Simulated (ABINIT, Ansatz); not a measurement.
**Quasiparticle gap of CsCaBr3 (Pm-3m) in ABINIT**

Wanted: ground state, empty states, screening and self-energy for CsCaBr3 (Pm-3m).

Main program and level: ABINIT 10.8.3; LDA and many-body steps on it, plane waves.

**1. The starting structure**

It takes space group Pm-3m (No. 221, cubic). Conventional cell: a = 5.709 Å, b = 5.709 Å, c = 5.709 Å, α = 90.00°, β = 90.00°, γ = 90.00°. Nearest to Cs lie 12 Br at 4.04 Å. Nearest to Ca lie 6 Br at 2.85 Å. Nearest to Br lie 2 Ca at 2.85 Å and 4 Cs at 4.04 Å. Farther neighbours and most contacts between anions are not listed.

Structure file:

```cif
data_structure
_symmetry_space_group_name_H-M 'Pm-3m'
_symmetry_Int_Tables_number 221
_cell_length_a 5.7087
_cell_length_b 5.7087
_cell_length_c 5.7087
_cell_angle_alpha 90.000
_cell_angle_beta 90.000
_cell_angle_gamma 90.000
_cell_volume 186.04
loop_
_atom_site_label
_atom_site_type_symbol
_atom_site_symmetry_multiplicity
_atom_site_Wyckoff_symbol
_atom_site_fract_x
_atom_site_fract_y
_atom_site_fract_z
_atom_site_occupancy
Cs1 Cs 1 a 0.00000 0.00000 0.00000 1
Ca1 Ca 1 b 0.50000 0.50000 0.50000 1
Br1 Br 3 c 0.50000 0.00000 0.50000 1
```

The cell and positions are those that the Materials Project relaxed with its own functionals (PBE, PBE+U or r2SCAN), kept fixed. Spin-orbit coupling is left out unless a step names it.

**2. Ground state**

This step: ABINIT 10.8.3; DFT, LDA, plane waves, norm-conserving pseudopotentials.

The ground-state density comes first.

Contents of run.abi:

```
acell 3*1.0 Angstrom
rprim 
  5.708665730000 0.000000000000 0.000000000000
  0.000000000000 5.708665730000 0.000000000000
  0.000000000000 0.000000000000 5.708665730000
ntypat 3
znucl 55 20 35
natom 5
typat 1 2 3 3 3
xred 
  0.000000000000 0.000000000000 0.000000000000
  0.500000000000 0.500000000000 0.500000000000
  0.500000000000 0.000000000000 0.500000000000
  0.000000000000 0.500000000000 0.500000000000
  0.500000000000 0.500000000000 0.000000000000
pp_dirpath "pseudos"
pseudos "Cs.upf, Ca.upf, Br.upf"
ecut 30
ngkpt 4 4 4
nshiftk 1
shiftk 0 0 0
kptopt 1
chksymbreak 0
nband 26
occopt 1
tolvrs 1e-10
nstep 60
prtwf 0
optforces 0
optstress 0
indata_prefix "in"
outdata_prefix "out"
tmpdata_prefix "tmp"
```

Run with:

```console
$ OMP_NUM_THREADS=1 mpirun -n 4 abinit run.abi > log
```

Numbers of over 12 decimals in the logs are rounded to 6 here.

Log:

```text
.Version 10.8.3 of ABINIT. v10.8.2 released Aug 2026.

 Symmetries : space group Pm -3 m (#221); Bravais cP (primitive cubic)
================================================================================
 Values of the parameters that define the memory need of the present run
     intxc =       0    ionmov =       0      iscf =       7    lmnmax =       8
     lnmax =       8     mgfft =      54  mpssoang =       4    mqgrid =    3001
     natom =       5  nloc_mem =       1    nspden =       1   nspinor =       1
    nsppol =       1      nsym =      48    n1xccc =    2501    ntypat =       3
    occopt =       1   xclevel =       1
-    mband =          26        mffmem =           1         mkmem =           3
       mpw =        9876          nfft =      157464          nkpt =          10
================================================================================
  Rough estimation (10% accuracy) of disk space for files :
================================================================================

--------------------------------------------------------------------------------
------------- Echo of variables that govern the present computation ------------
--------------------------------------------------------------------------------
 -outvars: echo values of preprocessed input variables --------
            acell      1.8897261259E+00  1.8897261259E+00  1.8897261259E+00 Bohr

      chksymbreak           0
             ecut      3.00000000E+01 Hartree
-          fftalg         312

              ixc       -1012
              kpt      0.00000000E+00  0.00000000E+00  0.00000000E+00
                       2.50000000E-01  0.00000000E+00  0.00000000E+00
                       5.00000000E-01  0.00000000E+00  0.00000000E+00
                       2.50000000E-01  2.50000000E-01  0.00000000E+00
                       5.00000000E-01  2.50000000E-01  0.00000000E+00
                       5.00000000E-01  5.00000000E-01  0.00000000E+00
                       2.50000000E-01  2.50000000E-01  2.50000000E-01
                       5.00000000E-01  2.50000000E-01  2.50000000E-01
                       5.00000000E-01  5.00000000E-01  2.50000000E-01
                       5.00000000E-01  5.00000000E-01  5.00000000E-01
         kptrlatt        4    0    0      0    4    0      0    0    4
          kptrlen      4.31512591E+01
P           mkmem           3
            natom           5
            nband          26
            ngfft          54      54      54
             nkpt          10
            nstep          60
             nsym          48
           ntypat           3
              occ      2.000000  2.000000  2.000000  2.000000  2.000000  2.000000
                       2.000000  2.000000  2.000000  2.000000  2.000000  2.000000
                       2.000000  2.000000  2.000000  2.000000  2.000000  2.000000
                       2.000000  2.000000  0.000000  0.000000  0.000000  0.000000
                       0.000000  0.000000
        optforces           0
        optstress           0
            prtwf           0
            rprim      5.7086657300E+00  0.0000000000E+00  0.0000000000E+00
                       0.0000000000E+00  5.7086657300E+00  0.0000000000E+00
[...]
spgroup         221

           tolvrs      1.00000000E-10

             xred      0.0000000000E+00  0.0000000000E+00  0.0000000000E+00
[...]
znucl       55.00000   20.00000   35.00000

================================================================================

 chkinp: Checking input parameters for consistency.

================================================================================
== DATASET  1 ==================================================================
-   mpi_nproc: 4, omp_nthreads: 1 (-1 if OMP is not activated)

--- !DatasetInfo
iteration_state: {dtset: 1, }
dimensions: {natom: 5, nkpt: 10, mband: 26, nsppol: 1, nspinor: 1, nspden: 1, mpw: 9876, }
cutoff_energies: {ecut:  30.0, pawecutdg:  -1.0, }
electrons: {nelect:   4.00000000E+01, charge:   0.00000000E+00, occopt:   1.00000000E+00, tsmear:   1.00000000E-02, }

 Real(R)+Recip(G) space primitive vectors, cartesian coordinates (Bohr,Bohr^-1):
 R(1)= 10.7878148  0.0000000  0.0000000  G(1)=  0.0926972  0.0000000  0.0000000
 R(2)=  0.0000000 10.7878148  0.0000000  G(2)=  0.0000000  0.0926972  0.0000000
 R(3)=  0.0000000  0.0000000 10.7878148  G(3)=  0.0000000  0.0000000  0.0926972
 Unit cell volume ucvol=  1.2554530E+03 bohr^3
 Angles (23,13,12)=  9.00000000E+01  9.00000000E+01  9.00000000E+01 degrees

 getcut: wavevector=  0.0000  0.0000  0.0000  ngfft=  54  54  54
         ecut(hartree)=     30.000   => boxcut(ratio)=   2.03018

--- Pseudopotential description ------------------------------------------------
- Cs Generated using ONCVPSP code by D. R. Hamann
- 55.00000   9.00000  201201                  znucl, zion, pspdat
12 -1012 3 -1 2328                            pspcod,pspxc,lmax,lloc,mmax
     nproj     2     2     2     2
  pspatm : epsatm=   21.68725381
         --- l  ekb(1:nproj) -->
[...]
pspatm: atomic psp has been read  and splines computed

- Ca Generated using ONCVPSP code by D. R. Hamann
- 20.00000  10.00000  180309                  znucl, zion, pspdat
12 -1012 2 -1 1724                            pspcod,pspxc,lmax,lloc,mmax
     nproj     2     2     2     0
  pspatm : epsatm=   12.51424511
         --- l  ekb(1:nproj) -->
[...]
pspatm: atomic psp has been read  and splines computed

- Br Generated using ONCVPSP code by D. R. Hamann
- 35.00000   7.00000  180309                  znucl, zion, pspdat
12 -1012 2 -1 1084                            pspcod,pspxc,lmax,lloc,mmax
     nproj     2     2     2     0
  pspatm : epsatm=   10.24179696
         --- l  ekb(1:nproj) -->
[...]
pspatm: atomic psp has been read  and splines computed

   2.59707559E+03                                ecore*ucvol(ha*bohr**3)
--------------------------------------------------------------------------------

_setup2: Arith. and geom. avg. npw (full set) are    9853.422    9853.397

================================================================================

--- !BeginCycle
iteration_state: {dtset: 1, }
solver: {iscf: 7, nstep: 60, nline: 4, wfoptalg: 0, }
tolerances: {tolvrs: 1.00E-10, }

     iter   Etot(hartree)      deltaE(h)  residm     vres2
 ETOT  1  -109.77282634405    -1.098E+02 3.409E-02 1.126E+02
 ETOT  2  -109.82288889866    -5.006E-02 1.494E-02 2.718E+01
 ETOT  3  -109.82476341865    -1.875E-03 3.671E-03 9.757E+00
 ETOT  4  -109.82513503309    -3.716E-04 1.538E-03 3.625E-01
 ETOT  5  -109.82515802437    -2.299E-05 2.969E-03 1.295E-02
 ETOT  6  -109.82515892823    -9.039E-07 1.891E-03 1.226E-03
 ETOT  7  -109.82515904553    -1.173E-07 2.028E-03 4.126E-05
 ETOT  8  -109.82515904958    -4.047E-09 6.363E-04 2.724E-06
 ETOT  9  -109.82515905009    -5.129E-10 5.779E-04 1.369E-07
 ETOT 10  -109.82515905014    -5.076E-11 5.077E-04 1.236E-09
 ETOT 11  -109.82515905014    -9.521E-13 3.581E-04 6.290E-10
 ETOT 12  -109.82515905013     5.983E-12 2.825E-04 1.543E-11

 At SCF step   12       vres2   =  1.54E-11 < tolvrs=  1.00E-10 =>converged.

--- !ResultsGS
iteration_state: {dtset: 1, }
comment   : Summary of ground state results
lattice_vectors:
- [ 10.7878148,   0.0000000,   0.0000000, ]
- [  0.0000000,  10.7878148,   0.0000000, ]
- [  0.0000000,   0.0000000,  10.7878148, ]
lattice_lengths: [  10.78781,   10.78781,   10.78781, ]
lattice_angles: [ 90.000,  90.000,  90.000, ] # degrees, (23, 13, 12)
lattice_volume:   1.2554530E+03
convergence: {deltae:  5.983E-12, res2:  1.543E-11, residm:  2.825E-04, diffor:  0.000E+00, }
etotal    :  -1.09825159E+02
entropy   :   0.00000000E+00
fermie    :   2.15683708E-02
cartesian_stress_tensor: null
pressure_GPa: null
xred      :
- [  0.0000E+00,   0.0000E+00,   0.0000E+00, Cs]
- [  5.0000E-01,   5.0000E-01,   5.0000E-01, Ca]
- [  5.0000E-01,   0.0000E+00,   5.0000E-01, Br]
- [  0.0000E+00,   5.0000E-01,   5.0000E-01, Br]
- [  5.0000E-01,   5.0000E-01,   0.0000E+00, Br]
cartesian_forces: null
force_length_stats: {min: null, max: null, mean: null, }

 Integrated electronic density in atomic spheres:
 ------------------------------------------------
 Atom  Sphere_radius  Integrated_density
[...]
================================================================================

 ----iterations are completed or convergence reached----

 Mean square residual over all n,k,spin=   32.539E-07; max=  28.246E-05
 reduced coordinates (array xred) for    5 atoms
       0.000000000000      0.000000000000      0.000000000000
       0.500000000000      0.500000000000      0.500000000000
       0.500000000000      0.000000000000      0.500000000000
       0.000000000000      0.500000000000      0.500000000000
       0.500000000000      0.500000000000      0.000000000000
 rms dE/dt=  0.0000E+00; max dE/dt=  0.0000E+00; dE/dt below (all hartree)
    1       0.000000000000      0.000000000000      0.000000000000
    2       0.000000000000      0.000000000000      0.000000000000
    3       0.000000000000      0.000000000000      0.000000000000
    4       0.000000000000      0.000000000000      0.000000000000
    5       0.000000000000      0.000000000000      0.000000000000

 cartesian coordinates (angstrom) at end:
    1      0.000000     0.000000     0.000000
    2      2.854333     2.854333     2.854333
    3      2.854333     0.000000     2.854333
    4      0.000000     2.854333     2.854333
    5      2.854333     2.854333     0.000000
 length scales=  1.889726125908  1.889726125908  1.889726125908 bohr
              =  1.000000000000  1.000000000000  1.000000000000 angstroms
 prteigrs : about to open file out_EIG
 Fermi (or HOMO) energy (hartree) =   0.02157   Average Vxc (hartree)=  -0.30692
 Eigenvalues (hartree) for nkpt=  10  k points:
 kpt#   1, nband= 26, wtk=  0.01563, kpt=  0.0000  0.0000  0.0000 (reduced coord)
  -1.39777   -0.70972   -0.70972   -0.70972   -0.70313   -0.45974   -0.44790   -0.44790
  -0.21606   -0.21606   -0.21606   -0.04356   -0.04356   -0.04356    0.00033    0.00033
   0.00033    0.01225    0.01225    0.01225    0.17147    0.18746    0.18746    0.18746
   0.22052    0.22057
 prteigrs : prtvol=0 or 1, do not print more k-points.

--- !EnergyTerms
iteration_state     : {dtset: 1, }
comment             : Components of total free energy in Hartree
kinetic             :  3.15476586156155E+01
hartree             :  2.22108454285076E+01
xc                  : -2.96966466261088E+01
Ewald energy        : -6.98347217070739E+01
psp_core            :  2.06863632977060E+00
local_psp           : -7.95517609097989E+01
non_local_psp       :  1.34308298189537E+01
total_energy        : -1.09825159050134E+02
total_energy_eV     : -2.98849482243950E+03
band_energy         : -1.28040217186690E+01

== END DATASET(S) ==============================================================
================================================================================

 -outvars: echo values of variables after computation  --------
           etotal     -1.0982515905E+02
            nband          26
             nkpt          10
          spgroup         221
 [... the other variables as echoed above ...]

 Calculation completed.
```

The job ended after 43 s (4 MPI ranks of Arm Neoverse V1, shared host; peak memory 0.41 GiB).

Numbers from this step:

| Item | Value |
| --- | --- |
| total energy | -2988.4948 eV |
| gap | 4.079 eV |
| k of the valence top | 0.5, 0.5, 0.5 |
| k of the conduction bottom | 0, 0, 0 |
| least direct gap | 4.333 eV |

The gap is indirect, with the least direct gap 0.25 eV higher.

**3. Empty states on the mesh, 2×2×2 mesh, 631 bands**

The sums over transitions need many empty states on a uniform mesh; this step solves for them.

Edit run.abi of step 2 so:

```diff
@@ -18,3 +18,3 @@
 ecut 30
-ngkpt 4 4 4
+ngkpt 2 2 2
 nshiftk 1
@@ -23,9 +23,10 @@
 chksymbreak 0
-nband 26
-occopt 1
-tolvrs 1e-10
+iscf -2
+irdden 1
+istwfk *1
+nband 631
+nbdbuf 56
+tolwfr 1e-09
 nstep 60
-prtwf 0
-optforces 0
-optstress 0
+prtvol 0
 indata_prefix "in"
```

Log:

```text
.Version 10.8.3 of ABINIT. v10.8.2 released Aug 2026.

 Symmetries : space group Pm -3 m (#221); Bravais cP (primitive cubic)
[... echo of the input left out ...]
== DATASET  1 ==================================================================
-   mpi_nproc: 4, omp_nthreads: 1 (-1 if OMP is not activated)

--- !DatasetInfo
iteration_state: {dtset: 1, }
dimensions: {natom: 5, nkpt: 4, mband: 631, nsppol: 1, nspinor: 1, nspden: 1, mpw: 9952, }
cutoff_energies: {ecut:  30.0, pawecutdg:  -1.0, }
electrons: {nelect:   4.00000000E+01, charge:   0.00000000E+00, occopt:   1.00000000E+00, tsmear:   1.00000000E-02, }

 Real(R)+Recip(G) space primitive vectors, cartesian coordinates (Bohr,Bohr^-1):
 R(1)= 10.7878148  0.0000000  0.0000000  G(1)=  0.0926972  0.0000000  0.0000000
 R(2)=  0.0000000 10.7878148  0.0000000  G(2)=  0.0000000  0.0926972  0.0000000
 R(3)=  0.0000000  0.0000000 10.7878148  G(3)=  0.0000000  0.0000000  0.0926972
 Unit cell volume ucvol=  1.2554530E+03 bohr^3
 Angles (23,13,12)=  9.00000000E+01  9.00000000E+01  9.00000000E+01 degrees

 getcut: wavevector=  0.0000  0.0000  0.0000  ngfft=  54  54  54
         ecut(hartree)=     30.000   => boxcut(ratio)=   2.03018

--- Pseudopotential description ------------------------------------------------
- Cs Generated using ONCVPSP code by D. R. Hamann
- 55.00000   9.00000  201201                  znucl, zion, pspdat
12 -1012 3 -1 2328                            pspcod,pspxc,lmax,lloc,mmax
     nproj     2     2     2     2
  pspatm : epsatm=   21.68725381
         --- l  ekb(1:nproj) -->
             0    6.247599    0.778427
             1    6.343167    0.797067
             2    3.778962    0.917083
[...]
pspatm: atomic psp has been read  and splines computed

- Ca Generated using ONCVPSP code by D. R. Hamann
- 20.00000  10.00000  180309                  znucl, zion, pspdat
12 -1012 2 -1 1724                            pspcod,pspxc,lmax,lloc,mmax
     nproj     2     2     2     0
  pspatm : epsatm=   12.51424511
         --- l  ekb(1:nproj) -->
[...]
pspatm: atomic psp has been read  and splines computed

- Br Generated using ONCVPSP code by D. R. Hamann
- 35.00000   7.00000  180309                  znucl, zion, pspdat
12 -1012 2 -1 1084                            pspcod,pspxc,lmax,lloc,mmax
     nproj     2     2     2     0
  pspatm : epsatm=   10.24179696
         --- l  ekb(1:nproj) -->
[...]
pspatm: atomic psp has been read  and splines computed

--------------------------------------------------------------------------------

================================================================================
 prteigrs : about to open file out_EIG
 Non-SCF case, kpt    1 (  0.00000  0.00000  0.00000), residuals and eigenvalues=
  3.17E-11  3.36E-10  4.76E-10  7.66E-10  2.50E-10  5.14E-10  1.24E-10  6.95E-10
  2.74E-10  4.30E-10  6.11E-10  9.99E-11  1.48E-10  2.36E-10  1.46E-10  2.14E-10
  5.10E-10  1.36E-10  2.24E-10  5.53E-10  2.81E-10  1.83E-10  3.09E-10  6.25E-10
[...]
2.59E-04  5.05E-05  7.83E-05  1.35E-04  4.61E-04  1.33E-03  1.91E-03
 -1.3978E+00 -7.0972E-01 -7.0972E-01 -7.0972E-01 -7.0313E-01 -4.5974E-01
 -4.4790E-01 -4.4790E-01 -2.1606E-01 -2.1606E-01 -2.1606E-01 -4.3558E-02
 -4.3558E-02 -4.3558E-02  3.3119E-04  3.3119E-04  3.3119E-04  1.2251E-02
[...]
4.3967E+00  4.4101E+00  4.4257E+00  4.4257E+00  4.4742E+00  4.4742E+00
  4.4748E+00  4.5148E+00  4.5154E+00  4.5163E+00  4.5176E+00  4.5220E+00
  4.5437E+00
 prteigrs : prtvol=0 or 1, do not print more k-points.

--- !ResultsGS
iteration_state: {dtset: 1, }
comment   : Summary of ground state results
lattice_vectors:
- [ 10.7878148,   0.0000000,   0.0000000, ]
- [  0.0000000,  10.7878148,   0.0000000, ]
- [  0.0000000,   0.0000000,  10.7878148, ]
lattice_lengths: [  10.78781,   10.78781,   10.78781, ]
lattice_angles: [ 90.000,  90.000,  90.000, ] # degrees, (23, 13, 12)
lattice_volume:   1.2554530E+03
convergence: {deltae:  0.000E+00, res2:  0.000E+00, residm:  9.994E-10, diffor:  0.000E+00, }
etotal    :  -1.09825159E+02
entropy   :   0.00000000E+00
fermie    :   2.15683708E-02
cartesian_stress_tensor: null
pressure_GPa: null
xred      :
- [  0.0000E+00,   0.0000E+00,   0.0000E+00, Cs]
- [  5.0000E-01,   5.0000E-01,   5.0000E-01, Ca]
- [  5.0000E-01,   0.0000E+00,   5.0000E-01, Br]
- [  0.0000E+00,   5.0000E-01,   5.0000E-01, Br]
- [  5.0000E-01,   5.0000E-01,   0.0000E+00, Br]
cartesian_forces: null
force_length_stats: {min: null, max: null, mean: null, }

 Integrated electronic density in atomic spheres:
 ------------------------------------------------
 Atom  Sphere_radius  Integrated_density
[...]
================================================================================

 ----iterations are completed or convergence reached----

 Mean square residual over all n,k,spin=   45.342E-11; max=  99.940E-11
 reduced coordinates (array xred) for    5 atoms
[...]
0.000000000000      0.500000000000      0.500000000000
       0.500000000000      0.500000000000      0.000000000000

 cartesian coordinates (angstrom) at end:
    1      0.000000     0.000000     0.000000
    2      2.854333     2.854333     2.854333
    3      2.854333     0.000000     2.854333
    4      0.000000     2.854333     2.854333
    5      2.854333     2.854333     0.000000
 length scales=  1.889726125908  1.889726125908  1.889726125908 bohr
              =  1.000000000000  1.000000000000  1.000000000000 angstroms
 prteigrs : about to open file out_EIG
 Eigenvalues (hartree) for nkpt=   4  k points:
 kpt#   1, nband=631, wtk=  0.12500, kpt=  0.0000  0.0000  0.0000 (reduced coord)
[...]
4.35160    4.35174    4.36227    4.36227    4.36227    4.37359    4.37359    4.37359
   4.39670    4.39670    4.39670    4.41007    4.42569    4.42570    4.47419    4.47424
   4.47482    4.51483    4.51538    4.51630    4.51759    4.52204    4.54366
 prteigrs : prtvol=0 or 1, do not print more k-points.

== END DATASET(S) ==============================================================
================================================================================

 -outvars: echo values of variables after computation  --------
            nband         631
             nkpt           4
          spgroup         221
 [... the other variables as echoed above ...]

 Calculation completed.
```

Run time: 12 min. Hardware: 4 MPI ranks; peak memory 0.81 GiB; 47 min of CPU time.

Numbers from this step:

```
gap                                                           : 4.079 eV
k of the valence top                                          : 0.5, 0.5, 0.5
k of the conduction bottom                                    : 0, 0, 0
least direct gap                                              : 4.333 eV
k points computed                                             : 4
lowest point of the top converged band, above the valence top : 113.8924 eV
```

On this mesh the gap is 4.079 eV.

[end of part 1 of 2]

[Paths, hosts, dates, memory and timing lines, banners, echoed tables and standing remarks are left out of the program output.]

[Logs are printed without paths, hosts, clocks, repeated set-up lines and the standing remarks that a program may print on its own settings, such as how far it seeks lower states.]

[Runs of the session that timed out or met a known fault of the program may be left out.]

[Hosts, paths, dates, database ids (printed as entryN), source tags and the programs' standing remarks are cut or masked in the printed files.]

[G0W0 gaps are taken among the corrected bands and points alone; a level outside them can change the order at an edge.]

[Where Ansatz stands beside ABINIT at settings called matched, ABINIT's density can come from a denser mesh and the files from another edition; pairs whose starting gaps differed by over 0.03 eV were left out, so agreement reads better than it is.]
